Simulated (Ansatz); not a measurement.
# MgPbS3 (model cell, started as cubic perovskite with Pb in the octahedra): following an unstable mode, part 3 of 3

Which phase does MgPbS3 (model cell, started as cubic perovskite with Pb in the octahedra) fall into along its unstable mode, and how much energy does it gain?

Ansatz 0.2.0; DFT PBEsol, scalar-relativistic, plane waves, PAW; PAW set soft_1.

So far. Step 5 (Energy along the mode, all amplitudes (two of the runs …): The lowest of the steps tried is the last one, at 0.6 Å, 167 meV/atom below the parent; the bottom of the well need not coincide with a step. Step 7 (The new phase in its own primitive cell): The largest force component left is 0.088 meV/Å and the pressure is 0.000 GPa, within the tolerances set. The cell now holds 27.52 Å³/atom. The relaxed cell has a, b, c = 4.724, 5.588, 10.422 Å (conventional setting).

The structure was built from a prototype and need not be the compound's stable phase.

**8. Modes of the new phase, k-mesh 8×6×4**

A relaxed structure may still be a saddle point, so its zone-centre modes are computed. No field response is asked, since the mesh shows no gap.

Input file input.yaml:

```yaml
crystal:
  lattice:
    - [4.7242750761, 0.0, 0.0]
    - [0.0, 5.5884759431, 0.0]
    - [0.0, 0.0, 10.4220471785]
  atoms:
    - { symbol: Mg, position: [0.25, 0.0, 0.4197245004] }
    - { symbol: Mg, position: [0.75, 0.0, 0.5802754996] }
    - { symbol: Pb, position: [0.25, 0.5, 0.7560254074] }
    - { symbol: Pb, position: [0.75, 0.5, 0.2439745926] }
    - { symbol: S, position: [0.0, 0.5, 0.0] }
    - { symbol: S, position: [0.5, 0.5, 0.5] }
    - { symbol: S, position: [0.0, 0.5, 0.5] }
    - { symbol: S, position: [0.5, 0.5, 0.0] }
    - { symbol: S, position: [0.25, 0.0, 0.6637140808] }
    - { symbol: S, position: [0.75, 0.0, 0.3362859192] }
kpoints:
  mp_grid: { grid: [8, 6, 4] }
hamiltonian:
  xc: pbesol
  pseudopotentials: { kind: paw, azcp: { folder: soft_1 }, xc_functional: pbe }
scf:
  occupations: { method: methfessel_paxton, width: 0.2 }
output:
  eigenvalues: true
phonons:
  method: dfpt
```

Started as:

```bash
$ ansatz run input.yaml --threads 8 --pin off --max-ram 16384MiB --backend cpu --events-out ev --progress --plain --runs-dir out
```

Numbers of over 12 decimals in the logs are rounded to 6 here.

The program printed:

```text
zone centre: on kpoints.mp_grid the ground state, and the responses unless they are solved on pairs of k-points, stand on 72 of the mesh's 192 k-points, reduced under 2 symmetry operations, with k and −k counted as one. Each operation leaves every solved displacement unchanged or reverses it
[...]
Crystal: 10 atoms, lattice volume = 275.158 Å³
Basis set: ecut = 420 eV, 5403 PW (Γ), exchange–correlation on 64×80×144 points (8 copies of the dense FFT grid, shifted against one another)
Bands: 52, of which v1, the nominal top of the filled ones, is band 42 counted from 1 (41 counted from 0)
Symmetry: 8 space group operations
k-points: 72 of 192 (irreducible under 2 space group operations, time reversal used)
[...]
SCF iter   1: F=—  HF=-32656.045856 eV  |F-HF|=—  |Δ(HF+E_count)|=         —  Δρ=4.23e-2  dr2=3.52e1  ethr=3.10e-3  ⟨swp⟩=10.0  Hψ=20052  notcnv=0
[...]
SCF iter  14: F=-32651.764241 eV  HF=-32651.764241 eV  |F-HF|=3.64e-12  |Δ(HF+E_count)|=  1.06e-10  S|Δr|=    0.00e0  Δρ=4.41e-8  dr2=6.73e-12  ethr=1.00e-12  ⟨swp⟩=17.7  Hψ=26240  notcnv=0
SCF 1 converged in 14 iterations: F = -32651.764241 eV  dr2 = 6.73e-12
[...]
DFPT response loops at Γ: preconditioner auto → none (partly filled bands, converged f_vac=0.168); β = 0.50; Broyden in place of MSR1
SCF converged after 14 iterations
[...]
Free energy (F): -32651.764241 eV
[...]
Internal energy: -32651.755085 eV  (E = F + TS)
E sigma→0 (E₀):  -32651.761952 eV
Entropy (-TS):   -0.009156 eV (-0.916 meV/atom)
Fermi energy:    5.146934 eV
[...]
--- Band table (eV; the first three rows and the last of 72) ---
  k-point 0: bands = [... 38 lower, 4.0648, 4.2915, 4.7217, 5.4310, 6.0207, 6.8108, 6.9111, 7.2637, ... 6 higher]
  k-point 1: bands = [... 38 lower, 3.7268, 4.2915, 4.4872, 5.4309, 6.1264, 6.8494, 7.5892, 7.6406, ... 6 higher]
  k-point 2: bands = [... 38 lower, 3.9097, 4.1792, 4.2915, 5.4309, 6.1891, 6.8196, 8.0568, 8.3990, ... 6 higher]
  k-point 71: bands = [... 38 lower, 4.0495, 4.0495, 4.1827, 4.1827, 4.5805, 4.5805, 5.8519, 5.8519, ... 6 higher]
--- Phonons (Γ-DFPT): 15 representative perturbations + reference, on 72 of 192 k-points (Σ response iterations 46) ---
  k mesh reduced under 2 symmetry operations, with k and −k counted as one. Each operation leaves every solved displacement unchanged or reverses it
  ASR residual: 1.734e-4 → 0.000e0 eV/Å²; symmetrization residual: 1.129e-5 eV/Å²
  ASR residual per site (eV/Å²): 7.20e-5 7.20e-5 3.14e-5 3.14e-5 1.73e-4 5.40e-5 5.40e-5 1.73e-4 2.43e-5 2.43e-5
  Γ frequencies (cm⁻¹): -158.29 -154.74 -149.20 -73.31 -43.35 -30.01 -11.56 0.00 0.00 0.00 44.82 45.43 55.39 72.75 78.85 89.54 122.64 125.75 174.59 174.69 194.36 210.17 219.59 232.87 250.55 264.17 264.35 287.65 306.45 339.87
  non-analytic LO–TO correction: not included (Born effective charges unavailable; polar crystals: no LO–TO splitting at Γ)
```

Wall time 4.1 min (8 threads of Arm Neoverse V1, shared host); peak memory 3.3 GiB.

This step gave:

| Item | Value |
| --- | --- |
| sum-rule residual before enforcement | 1.73e-4 eV/Å² |
| point group | mmm |
| highest optical mode at the zone centre (no LO-TO term) | 339.9 cm⁻¹ |
| lowest optical zone-centre mode | -158.3 cm⁻¹ |

Patterns of degenerate modes are one choice out of their space. Modes at Γ, with each element's share of the kinetic energy (negative means imaginary):

```csv
mode,frequency (cm⁻¹),symmetry,Mg %,Pb %,S %
1,-158.3,B3u,7,0,93
2,-154.7,B2u,67,0,33
3,-149.2,B3g,100,0,0
4,-73.3,Au,0,0,100
5,-43.4,B1u,0,10,90
6,-30.0,B2u,4,2,94
7,-11.6,B3u,0,8,92
8,0.0,acoustic,7,63,29
9,0.0,acoustic,7,63,29
10,0.0,acoustic,7,63,29
11,44.8,B3g,0,97,3
12,45.4,B3u,28,23,50
13,55.4,B2g,0,100,0
14,72.8,B2u,20,33,46
15,78.8,Au,0,0,100
16,89.5,B1u,24,23,53
17,122.6,Ag,0,97,3
18,125.8,B1u,11,1,88
19,174.6,B3u,1,6,93
20,174.7,B2g,15,0,85
21,194.4,B1u,0,3,97
22,210.2,B3g,0,3,97
23,219.6,Ag,16,3,80
24,232.9,B2u,0,2,98
25,250.6,B1u,1,0,99
26,264.2,Ag,83,0,17
27,264.4,B3u,9,0,91
28,287.6,B3u,48,0,52
29,306.4,B1u,56,0,44
30,339.9,B2g,85,0,15
```

Displacements in mode 1 (-158.3 cm⁻¹), the largest set to 1:
```
Mg1 -0.41  0.00  0.00
Mg2 -0.41  0.00  0.00
Pb3 -0.03  0.00  0.00
Pb4 -0.03  0.00  0.00
S5  -0.01  0.00  0.13
S6   1.00  0.00  0.77
S7   1.00  0.00 -0.77
S8  -0.01  0.00 -0.13
S9  -0.48  0.00  0.00
S10 -0.48  0.00  0.00
```

Displacements in mode 18 (125.8 cm⁻¹), the largest set to 1:
```
Mg1  0.00  0.00 -0.56
Mg2  0.00  0.00 -0.56
Pb3  0.00  0.00 -0.06
Pb4  0.00  0.00 -0.06
S5  -0.50  0.00  0.42
S6   0.37  0.00  1.00
S7  -0.37  0.00  1.00
S8   0.50  0.00  0.42
S9   0.00  0.00 -0.58
S10  0.00  0.00 -0.58
```

Before it was imposed, the acoustic sum rule was missed by 1.7e-4 eV/Å². Small misses are needed for a sound result but don't prove that mesh and cutoff are converged. The lowest optical mode is imaginary, 158.3i cm⁻¹, so the energy falls along it.

**9. What came out**

| Quantity | Value |
| --- | --- |
| unstable mode of the parent | q = (0, -0.5, -0.5), 204i cm⁻¹ |
| depth at the lowest point sampled | 167 meV/atom |
| largest atomic shift at that point | 0.6 Å |
| space group reached (within 0.01 Å) | Pmma |
| energy gained over the parent (first relaxation, on the mesh of the frozen mode) | 647 meV/atom |
| volume per atom, phase reached | 27.5 Å³ |
| lowest optical zone-centre mode, phase reached | -158 cm⁻¹ |
| highest optical mode at the zone centre (no LO-TO term), phase reached | 340 cm⁻¹ |

In words: Along this mode the structure falls into Pmma, 647 meV/atom below the parent. At the parent's cell the well is 166.7 meV/atom deep on the steps tried, with its lowest point at a shift of 0.6 Å. That is the last step tried, so the steps alone don't bracket the bottom of the well. Relaxing atoms and cell changes the gain by +480.49 meV/atom against the lowest step (energies at zero smearing). Most of the total comes from this relaxation. The new phase still has an imaginary mode at the zone centre of its cell, so it is a saddle point on the way to a lower structure. Of the 4 patterns followed to their end from this parent, this one ends 23.8 meV/atom above the lowest, P4_2/mmc. Each path keeps the symmetry of its pattern, so a lower phase may lie along a pattern not tried. With no gap, or one that is small against the smearing, the frequencies hang on the k mesh and the smearing, most of all near Kohn anomalies. Spin-orbit coupling is left out, which can matter for the heavy elements here. The PAW files were made for PBE and serve the other functionals too. The starting cell was built on a prototype and not taken from a measurement, so the phase need not exist.

[Logs are printed without paths, hosts, clocks, repeated set-up lines and the standing remarks that a program may print on its own settings, such as how far it seeks lower states.]

[Hosts, paths, dates, database ids (printed as entryN), source tags and the programs' standing remarks are cut or masked in the printed files.]
